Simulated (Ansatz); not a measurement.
# Mg-Sc stack of (111) layers: lattice stability ahead of a resistivity run, part 2 of 2

The plan: relax Mg-Sc stack of (111) layers, check its phonons, and, if the lattice is stable, compute its Eliashberg function and ρ(T).

Ansatz 0.2.0; DFT LDA, scalar-relativistic, plane waves, PAW; PAW set soft_1.

So far. Step 3 (Relaxing tightly for phonons): Little changed from the start: no atom moved by 0.005 Å and no cell edge by 0.1 %.

### Step 4. Lattice stability: q 2×2×1, k 6×6×1

Couplings are defined for a stable lattice alone, so phonons come first.

The input, input.yaml:

```yaml
crystal:
  lattice:
    - [3.0814921465, 0.0, 0.0]
    - [-1.5407460733, 2.6686504804, 0.0]
    - [0.0, 0.0, 29.1618382056]
  atoms:
    - { symbol: Mg, position: [0.0, 0.0, 0.1905982411] }
    - { symbol: Sc, position: [0.3333333333, 0.6666666667, 0.2785395376] }
  periodic: [true, true, false]
kpoints:
  mp_grid: { grid: [6, 6, 1] }
hamiltonian:
  xc: lda
  pseudopotentials: { kind: paw, azcp: { folder: soft_1 }, xc_functional: pbe }
scf:
  occupations: { method: methfessel_paxton, width: 0.2 }
output:
  eigenvalues: true
phonons:
  method: dfpt
  qmesh: [2, 2, 1]
  temperatures: { t_max: 1000, t_step: 50 }
  qpath:
    path:
      - [0.0, 0.0, 0.0]
      - [0.5, 0.0, 0.0]
      - [0.33333333, 0.33333333, 0.0]
      - [0.0, 0.0, 0.0]
    npoints: 10
```

The run is started by

```console
$ ansatz run input.yaml --threads 4 --pin off --max-ram 12288MiB --backend cpu --events-out ev --progress --plain --runs-dir out
```

Numbers of over 12 decimals in the logs are rounded to 6 here.

Output:

```text
[...]
Crystal: 2 atoms, lattice volume = 239.810 Å³
Basis set: ecut = 420 eV, 4669 PW (Γ), exchange–correlation on 48×48×400 points (8 copies of the dense FFT grid, shifted against one another)
Bands: 15, of which v1, the nominal top of the filled ones, is band 11 counted from 1 (10 counted from 0)
Symmetry: 6 space group operations
k-points: 7 of 36 (time reversal used)
[...]
SCF iter   1: F=—  HF=-3990.633844 eV  |F-HF|=—  |Δ(HF+E_count)|=         —  Δρ=2.14e-2  dr2=1.20e1  ethr=3.10e-3  ⟨swp⟩=11.4  Hψ=826  notcnv=0
[...]
SCF iter  14: F=-3989.336284 eV  HF=-3989.336284 eV  |F-HF|=4.96e-11  |Δ(HF+E_count)|=  2.85e-10  S|Δr|=    0.00e0  Δρ=2.16e-8  dr2=1.59e-12  ethr=1.00e-12  ⟨swp⟩=11.9  Hψ=705  notcnv=0
SCF 1 converged in 14 iterations: F = -3989.336284 eV  dr2 = 1.59e-12
[...]
phonons: the bands overlap, so this run is a metal and interpolates without the dipole-dipole term. If the crystal is really an insulator or semiconductor, its LO-TO splitting is missing
NSCF: frozen V_eff on 7 k-points
WARN: eigensolver did not converge in 2 slots of this pass, the one above among them; of largest residual over every band (k=1): 1 band(s) unlocked (lowest unlocked band 14, counted from 0; max residual 8.91e-5 eV among the unlocked bands, 8.91e-5 eV over every band); of lowest unlocked band (k=1): band 14
[...]
DFPT response loops at q = (0, 0, 0) (fractional): preconditioner auto → none (partly filled bands, converged f_vac=0.730); β = 0.50; Broyden in place of MSR1
[...]
SCF converged after 14 iterations
Stability not checked: this state was not tested for a lower state beside it, because cold or Methfessel-Paxton smearing, or corrected tetrahedra, fill the levels in a way that the test cannot read (fill_not_monotonic; see scf.lower_state_search)
Free energy (F): -3989.336284 eV
[...]
Internal energy: -3989.325117 eV  (E = F + TS)
E sigma→0 (E₀):  -3989.333492 eV
Entropy (-TS):   -0.011167 eV (-5.583 meV/atom)
Fermi energy:    -4.150752 eV
[...]
--- Band table (eV; the first three rows and the last of 7) ---
  k-point 0: bands = [... 7 lower, -31.9344, -9.8779, -7.4661, -4.5462, -4.0692, -2.6523, -2.6523, -1.1456]
  k-point 1: bands = [... 7 lower, -31.9654, -9.2831, -6.7939, -4.3284, -3.7458, -3.1565, -2.1331, -1.4276]
  k-point 2: bands = [... 7 lower, -32.0267, -7.6390, -5.4280, -4.1994, -3.6974, -2.8183, -1.6019, -1.0313]
  k-point 6: bands = [... 7 lower, -32.2552, -4.5350, -4.5259, -3.8160, -3.6914, -3.6320, -1.7361, -1.2586]
--- Phonons (Γ-DFPT): 4 representative perturbations + reference (Σ response iterations 22) ---
  ASR residual: 4.011e-5 → 0.000e0 eV/Å²; symmetrization residual: 3.702e-6 eV/Å²
  ASR residual per site (eV/Å²): 4.01e-5 2.09e-5
  Γ frequencies (cm⁻¹): 0.00 0.00 0.00 96.15 96.15 189.58
--- Phonons (arbitrary-q DFPT): 2 irreducible q on the 2×2×1 mesh ---
  q = [0.0000, 0.0000, 0.0000] (star 1, of the zone-centre solve; hermiticity 3.55e-6, symmetrization 2.10e-11): 0.00 0.00 0.00 96.15 96.15 189.58
  q = [0.0000, -0.5000, 0.0000] (star 3, 6 solved perturbations on 13 of 36 k-point pairs; hermiticity 8.09e-7, symmetrization 1.92e-8): -103.26 127.33 158.92 186.42 218.66 231.15
  sum rule: each row above includes the acoustic sum rule's correction from the zone centre's row sums; it moved no ω² by more than (0.67 cm⁻¹)²
  mesh force constants: q→R imaginary residual 1.60e-17; ASR residual 4.011e-5 → 0.000e0 eV/Å²; symmetrization residual 2.665e-15 eV/Å²
  interpolated dispersion: 31 rows × 6 modes
  density of states and harmonic sums: on the 24×24×1 q-mesh, interpolated from the force constants of a 2×2×1 supercell (no non-analytic term)
  largest difference from the sums on the solved wave vectors: F 8.68e-2 eV, S 1.30e-4 and C_V 4.28e-5 eV/K
  zero-point energy: 0.051388 eV/cell   skipped modes (ω ≤ 0): 63, of them read as no rigid motion or as one in doubt: 60 (9.983e-1 modes/cell left out, lowest -103.26 cm⁻¹)   left out of the sums: 1.67e-1 of the cell's modes: C_V's classical limit lies that fraction below 3 k_B per atom; for a crystal, a wire or a layer, F and S can be off by more, and a phonons.interpolated_qmesh denser along its periods is the remedy for the sampling
```

The job ended after 22 s (4 threads of Arm Neoverse V1, shared host; peak memory 0.67 GiB).

This step gave:

| Quantity | Value |
| --- | --- |
| share of imaginary modes in the plain interpolation between solved wavevectors | 0.1663 |
| highest frequency, solved or plainly interpolated | 231.2 cm⁻¹ |

Solved on the 2×2×1 mesh alone; all other wavevectors are interpolated. Phonon branches along the path, in cm⁻¹:

| point | branch 1 | branch 2 | branch 3 | branch 4 | branch 5 | branch 6 |
| --- | --- | --- | --- | --- | --- | --- |
| Γ | 0 | 0 | 0 | 96 | 96 | 190 |
| halfway | -72 | 90 | 148 | 150 | 175 | 181 |
| M | -103 | 127 | 159 | 186 | 219 | 231 |
| halfway | -102 | 153 | 156 | 196 | 216 | 225 |
| K | -102 | 149 | 191 | 200 | 211 | 219 |
| halfway | -80 | 113 | 152 | 169 | 173 | 191 |
| Γ | 0 | 0 | 0 | 96 | 96 | 190 |

The phonon branches as a text plot (rows in cm⁻¹):

```
    224 |               ***********************
    210 |             ******       *****************
    196 |*          ****        ******  **************          *
    182 | ************  ********      ***  **  ***    **********
    168 |         ********          **       **   *******
    154 |       ******    ************************  *****
    141 |     ****              ***                      **
    127 |     ****      ********                  **  *******
    113 |   **        **                            **   ****
     99 |***  **    **                                       ****
     85 |         **                                  ***
     71 |   **  **                                       ****
     57 |     **
     43 |   **                                             *****
     29 | **                                                 ***
     15 | **
      1 |*                                                      *
    -13 | **                                                 ***
    -27 |   **
    -41 |     **                                           **
    -55 |       **                                       **
    -68 |         **                                  ***
    -82 |           **                              **
    -96 |             ******************************
         Γ                   M           K                      Γ
```

Lowest modes at the softest wavevector of the mesh. Modes at q = (0.500, 0.500, 0.000), with each element's share of the kinetic energy (negative means imaginary):

| mode | frequency (cm⁻¹) | Mg % | Sc % |
| --- | --- | --- | --- |
| 1 | -103.3 | 8 | 92 |
| 2 | 127.3 | 36 | 64 |
| 3 | 158.9 | 92 | 8 |
| 4 | 186.4 | 64 | 36 |
| 5 | 218.7 | 16 | 84 |
| 6 | 231.1 | 84 | 16 |

Displacements in mode 1 (-103.3 cm⁻¹), the largest set to 1, in the home cell:
```
Mg1  0.04 -0.03 -0.40
Sc2  0.01 -0.01 -1.00
```

Displacements in mode 3 (158.9 cm⁻¹), the largest set to 1, in the home cell:
```
Mg1  0.06 -0.04  1.00
Sc2 -0.04  0.02 -0.22
```

Among the solved wavevectors the lowest mode, translations apart, is -103 cm⁻¹, imaginary.

### Step 5. Lattice stability: q 3×3×1, k 9×9×1

An imaginary mode on so few k-points may come from the sampling, so the phonons are repeated with another q and k mesh.

Changes to input.yaml since step 4:

```diff
@@ -10,3 +10,3 @@
 kpoints:
-  mp_grid: { grid: [6, 6, 1] }
+  mp_grid: { grid: [9, 9, 1] }
 hamiltonian:
@@ -20,3 +20,3 @@
   method: dfpt
-  qmesh: [2, 2, 1]
+  qmesh: [3, 3, 1]
   temperatures: { t_max: 1000, t_step: 50 }
```

Output:

```text
[...]
Crystal: 2 atoms, lattice volume = 239.810 Å³
Basis set: ecut = 420 eV, 4669 PW (Γ), exchange–correlation on 48×48×400 points (8 copies of the dense FFT grid, shifted against one another)
Bands: 15, of which v1, the nominal top of the filled ones, is band 11 counted from 1 (10 counted from 0)
Symmetry: 6 space group operations
k-points: 12 of 81 (time reversal used)
[...]
SCF iter   1: F=—  HF=-3990.665927 eV  |F-HF|=—  |Δ(HF+E_count)|=         —  Δρ=2.23e-2  dr2=1.25e1  ethr=3.10e-3  ⟨swp⟩=11.2  Hψ=1390  notcnv=0
[...]
SCF iter  14: F=-3989.327577 eV  HF=-3989.327577 eV  |F-HF|=6.28e-11  |Δ(HF+E_count)|=  3.78e-10  S|Δr|=    0.00e0  Δρ=1.73e-8  dr2=1.87e-12  ethr=1.00e-12  ⟨swp⟩=13.2  Hψ=1304  notcnv=0
SCF 1 converged in 14 iterations: F = -3989.327577 eV  dr2 = 1.87e-12
[...]
SCF converged after 14 iterations
[...]
Free energy (F): -3989.327577 eV
[...]
Internal energy: -3989.312750 eV  (E = F + TS)
E sigma→0 (E₀):  -3989.323870 eV
Entropy (-TS):   -0.014826 eV (-7.413 meV/atom)
Fermi energy:    -4.071476 eV
[...]
--- Band table (eV; the first three rows and the last of 12) ---
  k-point 0: bands = [... 7 lower, -31.7835, -9.7327, -7.3274, -4.4424, -3.9574, -2.4933, -2.4933, -1.0120]
  k-point 1: bands = [... 7 lower, -31.7980, -9.4653, -7.0208, -4.3279, -3.8034, -2.7528, -2.2572, -1.2352]
  k-point 2: bands = [... 7 lower, -31.8345, -8.6920, -6.1848, -4.1262, -3.5021, -3.1333, -1.6043, -1.2853]
  k-point 11: bands = [... 7 lower, -32.1367, -4.3871, -4.3785, -3.6699, -3.5444, -3.4867, -1.6023, -1.1332]
[...]
ASR residual: 2.161e-5 → 0.000e0 eV/Å²; symmetrization residual: 7.725e-6 eV/Å²
  ASR residual per site (eV/Å²): 1.78e-5 2.16e-5
  Γ frequencies (cm⁻¹): 0.00 0.00 0.00 94.99 94.99 187.18
--- Phonons (arbitrary-q DFPT): 3 irreducible q on the 3×3×1 mesh ---
[...]
q = [0.3333, 0.3333, 0.0000] (star 2, 4 solved perturbations in 128 linear systems a pass and spin channel, the states on 45 of 81 k-point pairs; hermiticity 1.71e-6, symmetrization 2.57e-7): 68.83 145.99 183.00 198.75 200.75 220.71
[...]
interpolated dispersion: 31 rows × 6 modes
[...]
```

Wall time 67 s (4 threads); peak memory 0.85 GiB.

Numbers from this step:

```yaml
share_of_imaginary_modes_in_the_plain_interpolation_between_solved_wavevectors: 0.1383
highest_frequency_solved_or_plainly_interpolated: 227.2 cm⁻¹
```

Solved on the 3×3×1 mesh alone; all other wavevectors are interpolated. The phonon branches at the labelled points (cm⁻¹):

| point | branch 1 | branch 2 | branch 3 | branch 4 | branch 5 | branch 6 |
| --- | --- | --- | --- | --- | --- | --- |
| Γ | 0 | 0 | 0 | 95 | 95 | 187 |
| halfway | -67 | 87 | 133 | 146 | 165 | 192 |
| M | -58 | 114 | 155 | 186 | 215 | 227 |
| halfway | 24 | 136 | 164 | 190 | 210 | 224 |
| K | 69 | 146 | 183 | 199 | 201 | 221 |
| halfway | -63 | 113 | 134 | 156 | 176 | 199 |
| Γ | 0 | 0 | 0 | 95 | 95 | 187 |

The phonon branches as a text plot (rows in cm⁻¹):

```
    221 |               **************************
    209 |             ******************   ****   **
    196 |         ******            *********  ***  **
    184 |*********  **  ************  **************  ***********
    172 |             **            **       **   ****
    160 |         ****    **********           ***  *****
    147 |       **********           **********   **  ***
    135 |     ******              ***          ***  **   **
    123 |     ****             ***                **  *******
    110 |   **        *********                     **     **
     98 |***  **    **                                *****  ****
     86 |         **
     73 |   **  **                      ***              ****
     61 |     **                      **   **
     49 |                           **       **            *****
     36 | ****
     24 | **                       *                         ***
     12 |
     -1 |*                                                      *
    -13 |
    -25 | **                      *            ***
    -37 |   **                  **                           ***
    -50 |     **               *                  **       **
    -62 |       ***************                     *******
         Γ                   M           K                      Γ
```

Lowest modes at the softest wavevector of the mesh. The modes at q = (0.000, 0.333, 0.000) (shares of kinetic energy by element, %) (negative means imaginary):

| mode | frequency (cm⁻¹) | Mg % | Sc % |
| --- | --- | --- | --- |
| 1 | -67.3 | 14 | 86 |
| 2 | 102.4 | 30 | 70 |
| 3 | 146.4 | 80 | 20 |
| 4 | 166.9 | 70 | 30 |
| 5 | 191.0 | 25 | 75 |
| 6 | 208.8 | 81 | 19 |

Displacements in mode 1 (-67.3 cm⁻¹), the largest set to 1, in the home cell (x, y, z of the real part, then of the imaginary part):
```
Mg1  0.00  0.07 -0.18  0.00  0.05 -0.51
Sc2  0.00 -0.03  1.00  0.00  0.13 -0.09
```

Displacements in mode 3 (146.4 cm⁻¹), the largest set to 1, in the home cell (x, y, z of the real part, then of the imaginary part):
```
Mg1  0.00  0.07  1.00  0.00 -0.36  0.07
Sc2  0.00  0.28  0.12  0.00 -0.07 -0.23
```

The modes has structure finer than the step of the table below, so its rows give means over 10 cm⁻¹, whole bins alone (the curve runs from -78.3 to 244 cm⁻¹). Peaks (cm⁻¹: height): Mg -64.1: 0.00694, 112.1: 0.0151, 154.7: 0.0355, 185.0: 0.0465, 221.5: 0.0466; Sc -64.1: 0.0364, -23.6: 0.00843, 37.2: 0.0120, 53.4: 0.00995, 112.1: 0.0204, 185.0: 0.0236, 205.3: 0.0329.

Phonopy on the run's constants, 21x21x1 mesh, Gaussian sigma 2.3 cm⁻¹. Modes against wavenumber; means over each step; values in 1/cm⁻¹/cell:

| wavenumber (cm⁻¹) | Mg | Sc |
| --- | --- | --- |
| -70 | 0.00244 | 0.0128 |
| -60 | 0.00514 | 0.0285 |
| -50 | 0.00223 | 0.0131 |
| -40 | 0.00124 | 0.00717 |
| -30 | 5.9e-4 | 0.00323 |
| -20 | 4.7e-4 | 0.00501 |
| -10 | 8.1e-5 | 8.7e-4 |
| 0 | 2.3e-4 | 4.2e-4 |
| 10 | 1.9e-5 | 3.3e-5 |
| 20 | 5.1e-4 | 0.00167 |
| 30 | 5.4e-4 | 0.00309 |
| 40 | 0.00142 | 0.00631 |
| 50 | 0.00118 | 0.00516 |
| 60 | 0.00147 | 0.00566 |
| 70 | 0.00190 | 0.00542 |
| 80 | 0.00278 | 0.00478 |
| 90 | 0.00291 | 0.00507 |
| 100 | 0.00742 | 0.00977 |
| 110 | 0.0108 | 0.0154 |
| 120 | 0.0124 | 0.0163 |
| 130 | 0.0143 | 0.0138 |
| 140 | 0.0232 | 0.0141 |
| 150 | 0.0293 | 0.0113 |
| 160 | 0.0251 | 0.0114 |
| 170 | 0.0165 | 0.0117 |
| 180 | 0.0259 | 0.0161 |
| 190 | 0.0329 | 0.0179 |
| 200 | 0.0160 | 0.0227 |
| 210 | 0.0162 | 0.0260 |
| 220 | 0.0351 | 0.00476 |
| 230 | 0.00981 | 4.1e-4 |

No LO-TO term; unit eigenvectors of the mass-weighted matrix. The modes at Γ (shares of kinetic energy by element, %):

| mode | frequency (cm⁻¹) | symmetry | Mg % | Sc % |
| --- | --- | --- | --- | --- |
| 1 | 0.0 | unnamed | 35 | 65 |
| 2 | 0.0 | unnamed | 35 | 65 |
| 3 | 0.0 | unnamed | 35 | 65 |
| 4 | 95.0 | E | 65 | 35 |
| 5 | 95.0 | E | 65 | 35 |
| 6 | 187.2 | A1 | 65 | 35 |

Displacements in mode 4 (95.0 cm⁻¹), the largest set to 1:
```
Mg1  1.00  0.58  0.00
Sc2 -0.54 -0.31  0.00
```

Displacements in mode 6 (187.2 cm⁻¹), the largest set to 1:
```
Mg1  0.00  0.00  1.00
Sc2  0.00  0.00 -0.54
```

Among the solved wavevectors the lowest mode, translations apart, is -67.3 cm⁻¹, imaginary.

### Step 6. Summary of results

```yaml
phonon_run_of_the_rows_without_a_label_of_their_own: LDA, q 3×3×1, k 9×9×1
softest_mode_on_the_q_mesh: -67.3 cm⁻¹ at q = (0, 0.333, 0)
highest_frequency_solved_or_plainly_interpolated: 227 cm⁻¹
```

The lattice is dynamically unstable at this level: a mode at q = (0, 0.333, 0) is imaginary, 67.3i cm⁻¹, so no harmonic coupling constant or resistivity is defined for this structure. These meshes are coarse, and single modes of a metal can move by tens of cm⁻¹ with the k mesh. The coarser mesh found an imaginary mode at another wavevector, which this mesh lacks. The PAW files were made for PBE; under other functionals the run regenerates their frozen core. The structure was built by hand as an ordered model, and its stability against other phases was not tested.

[Logs are printed without paths, hosts, clocks, repeated set-up lines and the standing remarks that a program may print on its own settings, such as how far it seeks lower states.]

[Hosts, paths, dates, database ids (printed as entryN), source tags and the programs' standing remarks are cut or masked in the printed files.]
